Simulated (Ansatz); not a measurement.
# From spin parameters to the magnetic ion

A crystal has the composition LiLa4MO8, where M is a 3d element. A calculation (PBE+U, spin-orbit coupling in second variation, Ansatz) gives:

```
S                    : 1/2
g                    : 2.0596, 2.2312, 2.2321
moment in its sphere : 0.87 μB
```

Q: Name the magnetic ion and its oxidation state.

The crystal is LiLa4NiO8, space group Cmmm. The spin sits on Ni, with 6 O at 1.85 to 2.28 Å round it. With the usual charges of the other elements M must be +3. A spin this small at that charge means a low-spin ion or one at either end of the row; here it is Ni³⁺ low-spin d⁷. The shift is positive: in a shell more than half full the orbital moment adds to the spin.

[Logs are printed without paths, hosts, clocks, repeated set-up lines and the standing remarks that a program may print on its own settings, such as how far it seeks lower states.]

[Hosts, paths, dates, database ids (printed as entryN), source tags and the programs' standing remarks are cut or masked in the printed files.]
